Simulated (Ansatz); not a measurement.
## Y on Mo(100): change of the work function

Aim: the work function of Mo(100) at several coverages of Y (hollow site), and the dipole that each adsorbate carries.

Main program and level: Ansatz 0.2.0; plane-wave DFT, PBE, Ansatz PAW.

This is a report of a sequence of runs, with most program output left out.

### Step 1. Starting point

The cell holds 4 atoms: 4 Mo. Cell: a = 3.150 Å, b = 3.150 Å, c = 22.725 Å, α = 90.0°, β = 90.0°, γ = 90.0°. Vacuum lies along c.

Structure file:

```cif
data_structure
_symmetry_space_group_name_H-M 'P 1'
_symmetry_Int_Tables_number 1
_cell_length_a 3.1500
_cell_length_b 3.1500
_cell_length_c 22.7250
_cell_angle_alpha 90.000
_cell_angle_beta 90.000
_cell_angle_gamma 90.000
_cell_volume 225.49
loop_
_atom_site_label
_atom_site_type_symbol
_atom_site_fract_x
_atom_site_fract_y
_atom_site_fract_z
_atom_site_occupancy
Mo1 Mo 0.50000 0.50000 0.39604 1
Mo2 Mo 0.00000 0.00000 0.46535 1
Mo3 Mo 0.50000 0.50000 0.53465 1
Mo4 Mo 0.00000 0.00000 0.60396 1
```

### Step 2. The clean slab

The bare slab comes first, as the zero from which every change is counted. The two lowest layers are held at bulk places and the upper ones relax. The dipole correction removes the false field that a one-sided slab makes across the periodic vacuum, so each face gets a flat vacuum level of its own.

Input file input.yaml:

```yaml
crystal:
  lattice:
    - [3.15, 0.0, 0.0]
    - [0.0, 3.15, 0.0]
    - [0.0, 0.0, 22.725]
  atoms:
    - { symbol: Mo, position: [0.5, 0.5, 0.396039604] }
    - { symbol: Mo, position: [0.0, 0.0, 0.4653465347] }
    - { symbol: Mo, position: [0.5, 0.5, 0.5346534653] }
    - { symbol: Mo, position: [0.0, 0.0, 0.603960396] }
kpoints:
  mp_grid: { grid: [12, 12, 1] }
hamiltonian:
  xc: pbe
scf:
  occupations: { method: fermi_dirac, width: 0.1 }
  convergence: { dr2_threshold: 1.0e-08 }
efield:
  axis: 3
  dipole_correction: true
  ramp_position: 0.97
  ramp_width: 0.06
relax:
  f_tol: 0.02
  max_steps: 60
  constraints: [{ sites: [0, 1] }]
output:
  write_potential: true
  write_density: true
  volumetric_format: npy
```

Launch:

```
> ansatz run input.yaml --threads 4 --pin off --max-ram 16384MiB --backend cpu --events-out ev --progress --plain --runs-dir out
```

Run time: 15 s. Hardware: 4 threads of Arm Neoverse V2, shared host; peak memory 0.56 GiB; 57 s of CPU time.

Step by step:

```
step  energy less that of the first step (eV)  largest force component (eV/Å)
   1                                   0.0000                          1.5631
   2                                  -0.0998                          1.2124
   3                                  -0.1634                          0.0307
   4                                  -0.1635                          0.0155
```

The run keeps the 8 symmetry operations that it works with, so distortions that break them were not tested.

The atoms that moved most (Å):

```
atom     dx     dy      dz  length
 Mo4  0.000  0.000  -0.126   0.126
 Mo3  0.000  0.000   0.067   0.067
```

The relaxed structure:

```cif
data_structure
_symmetry_space_group_name_H-M 'P 1'
_symmetry_Int_Tables_number 1
_cell_length_a 3.1500
_cell_length_b 3.1500
_cell_length_c 22.7250
_cell_angle_alpha 90.000
_cell_angle_beta 90.000
_cell_angle_gamma 90.000
_cell_volume 225.49
loop_
_atom_site_label
_atom_site_type_symbol
_atom_site_fract_x
_atom_site_fract_y
_atom_site_fract_z
_atom_site_occupancy
Mo1 Mo 0.50000 0.50000 0.39604 1
Mo2 Mo 0.00000 0.00000 0.46535 1
Mo3 Mo 0.50000 0.50000 0.53760 1
Mo4 Mo 0.00000 0.00000 0.59841 1
```

This step gave:

- energy at zero smearing: -19819.9138 eV
- work function, upper face: 3.830 eV
- work function, lower face: 3.861 eV
- dipole along the normal: 0.001665 e·Å
- step between the vacuum levels: -0.03036 eV

Running mean over 1.575 Å of the planar mean; the ramp of the sawtooth is left out. Electron's electrostatic potential energy less the Fermi level against z:

```
z (Å)  electron's electrostatic potential energy less the Fermi level (eV)
  3.0                                                                 3.86
  3.5                                                                 3.86
  4.0                                                                 3.86
  4.5                                                                 3.86
  5.0                                                                 3.85
  5.5                                                                 3.83
  6.0                                                                 3.78
  6.5                                                                 3.62
  7.0                                                                 3.14
  7.5                                                                 1.63
  8.0                                                                -2.54
  8.5                                                                -8.12
  9.0                                                                -11.4
  9.5                                                                -12.1
 10.0                                                                -12.3
 10.5                                                                -12.3
 11.0                                                                -12.1
 11.5                                                                -12.0
 12.0                                                                -12.7
 12.5                                                                -14.0
 13.0                                                                -14.4
 13.5                                                                -12.9
 14.0                                                                -9.24
 14.5                                                                -3.63
 15.0                                                                 1.07
 15.5                                                                 2.98
 16.0                                                                 3.54
 16.5                                                                 3.73
 17.0                                                                 3.80
 17.5                                                                 3.82
 18.0                                                                 3.83
 18.5                                                                 3.83
 19.0                                                                 3.83
 19.5                                                                 3.83
```

The relaxation took 4 steps and lowered the energy by 0.16 eV; the largest force on the free atoms ends at 0.015 eV/Å.

The work function of the upper face is 3.83 eV.

### Step 3. The covered slab, k-mesh 4×4×1, coverage 0.111 ML

System of this step: YMo36 (Y/Mo(100)). The cell holds 37 atoms: 36 Mo and 1 Y. Cell: a = 9.450 Å, b = 9.450 Å, c = 25.354 Å, α = 90.0°, β = 90.0°, γ = 90.0°. Vacuum lies along c.

The clean slab as it ended is repeated in the plane and the adsorbate is set on one face; the cell's size fixes the coverage, and the k-mesh shrinks with it to keep the sampling density about even. Adsorbate and upper layers relax, since the dipole depends on the height.

Input file input.yaml:

```yaml
crystal:
  lattice:
    - [9.45, 0.0, 0.0]
    - [0.0, 9.45, 0.0]
    - [0.0, 0.0, 25.3543791286]
  atoms:
    - { symbol: Mo, position: [0.1666666667, 0.1666666667, 0.3549682662] }
    - { symbol: Mo, position: [0.0, 0.0, 0.4170877128] }
    - { symbol: Mo, position: [0.1666666667, 0.1666666667, 0.4818485912] }
    - { symbol: Mo, position: [0.0, 0.0, 0.536350594] }
    - { symbol: Mo, position: [0.1666666667, 0.5, 0.3549682662] }
    - { symbol: Mo, position: [0.0, 0.3333333333, 0.4170877128] }
    - { symbol: Mo, position: [0.1666666667, 0.5, 0.4818485912] }
    - { symbol: Mo, position: [0.0, 0.3333333333, 0.536350594] }
[... 24 atom lines left out ...]
    - { symbol: Mo, position: [0.8333333333, 0.8333333333, 0.3549682662] }
    - { symbol: Mo, position: [0.6666666667, 0.6666666667, 0.4170877128] }
    - { symbol: Mo, position: [0.8333333333, 0.8333333333, 0.4818485912] }
    - { symbol: Mo, position: [0.6666666667, 0.6666666667, 0.536350594] }
    - { symbol: "Y", position: [0.1666666667, 0.1666666667, 0.6450317338] }
kpoints:
  mp_grid: { grid: [4, 4, 1] }
hamiltonian:
  xc: pbe
scf:
  occupations: { method: fermi_dirac, width: 0.1 }
  convergence: { dr2_threshold: 1.0e-08 }
efield:
  axis: 3
  dipole_correction: true
  ramp_position: 0.97
  ramp_width: 0.06
relax:
  f_tol: 0.02
  max_steps: 60
  constraints:
    - { sites: [0, 1, 4, 5, 8, 9, 12, 13, 16, 17, 20, 21, 24, 25, 28, 29, 32, 33] }
output:
  write_potential: true
  write_density: true
  volumetric_format: npy
```

The job ended after 19 min (4 threads; peak memory 11 GiB).

The steps of the relaxation:

```
step  energy less that of the first step (eV)  largest force component (eV/Å)
   1                                   0.0000                          2.6670
   2                                  -0.6366                          2.5794
   3                                  -1.1434                          2.1835
   4                                  -1.5126                          1.4396
   5                                  -1.5962                          0.8009
   6                                  -1.6670                          1.0426
   7                                  -1.7392                          0.0573
   8                                  -1.7394                          0.0873
   9                                  -1.7398                          0.0042
```

Forces are held to the 8 operations that the run works with; a distortion that breaks them can't arise in this run.

The atoms that moved most (Å):

```
atom      dx      dy      dz  length
 Y37   0.000   0.000  -0.885   0.885
 Mo4  -0.015  -0.015   0.027   0.034
Mo16   0.015  -0.015   0.027   0.034
 Mo8  -0.015   0.015   0.027   0.034
Mo20   0.015   0.015   0.027   0.034
Mo36   0.000   0.000  -0.016   0.016
Mo27  -0.004   0.000  -0.009   0.010
Mo11   0.000  -0.004  -0.009   0.010
```

The relaxed structure:

```
Mo Y
1.0
     9.45000    0.00000    0.00000
     0.00000    9.45000    0.00000
     0.00000    0.00000   25.35438
Mo Y
36 1
Direct
  0.16667 0.16667 0.35497
  0.00000 0.00000 0.41709
  0.16667 0.16667 0.48189
  0.99840 0.99840 0.53740
  0.16667 0.50000 0.35497
  0.00000 0.33333 0.41709
  0.16667 0.50042 0.48148
  0.99840 0.33493 0.53740
  0.16667 0.83333 0.35497
  0.00000 0.66667 0.41709
  0.16667 0.83291 0.48148
  0.00055 0.66667 0.53632
  0.50000 0.16667 0.35497
  0.33333 0.00000 0.41709
  0.50042 0.16667 0.48148
  0.33493 0.99840 0.53740
  0.50000 0.50000 0.35497
  0.33333 0.33333 0.41709
  0.50075 0.50075 0.48180
  0.33493 0.33493 0.53740
  0.50000 0.83333 0.35497
  0.33333 0.66667 0.41709
  0.50075 0.83258 0.48180
  0.33279 0.66667 0.53632
  0.83333 0.16667 0.35497
  0.66667 0.00000 0.41709
  0.83291 0.16667 0.48148
  0.66667 0.00055 0.53632
  0.83333 0.50000 0.35497
  0.66667 0.33333 0.41709
  0.83258 0.50075 0.48180
  0.66667 0.33279 0.53632
  0.83333 0.83333 0.35497
  0.66667 0.66667 0.41709
  0.83258 0.83258 0.48180
  0.66667 0.66667 0.53571
  0.16667 0.16667 0.61011
```

Numbers from this step:

* energy at zero smearing: -182228.9194 eV
* work function, upper face: 3.256 eV
* work function, lower face: 3.866 eV
* dipole along the normal: 0.3010 e·Å
* step between the vacuum levels: -0.6098 eV

Running mean over 1.575 Å of the planar mean; the ramp of the sawtooth is left out. Electron's electrostatic potential energy less the Fermi level against z:

```
z (Å)  electron's electrostatic potential energy less the Fermi level (eV)
  3.5                                                                 3.87
  4.0                                                                 3.86
  4.5                                                                 3.86
  5.0                                                                 3.86
  5.5                                                                 3.84
  6.0                                                                 3.78
  6.5                                                                 3.62
  7.0                                                                 3.14
  7.5                                                                 1.63
  8.0                                                                -2.54
  8.5                                                                -8.11
  9.0                                                                -11.4
  9.5                                                                -12.1
 10.0                                                                -12.3
 10.5                                                                -12.3
 11.0                                                                -12.1
 11.5                                                                -12.1
 12.0                                                                -12.7
 12.5                                                                -13.9
 13.0                                                                -14.3
 13.5                                                                -12.9
 14.0                                                                -9.47
 14.5                                                                -4.36
 15.0                                                               -0.244
 15.5                                                                 1.30
 16.0                                                                 1.99
 16.5                                                                 2.60
 17.0                                                                 3.02
 17.5                                                                 3.17
 18.0                                                                 3.22
 18.5                                                                 3.24
 19.0                                                                 3.25
 19.5                                                                 3.25
 20.0                                                                 3.26
 20.5                                                                 3.26
 21.0                                                                 3.26
 21.5                                                                 3.26
 22.0                                                                 3.26
```

The relaxation took 9 steps and lowered the energy by 1.7 eV; the largest force on the free atoms ends at 0.0042 eV/Å.

The covered face has 3.26 eV, -0.57 eV against the clean one; the bare back face has moved by +0.01 eV, a measure of how thin the slab is.

[end of part 1 of 2]

[Logs are printed without paths, hosts, clocks, repeated set-up lines and the standing remarks that a program may print on its own settings, such as how far it seeks lower states.]

[Hosts, paths, dates, database ids (printed as entryN), source tags and the programs' standing remarks are cut or masked in the printed files.]

[Maps of the electrostatic potential energy from Ansatz leave out the sawtooth potential of an applied field or a dipole correction, so their vacuum need not be flat; planar profiles and work functions include it.]
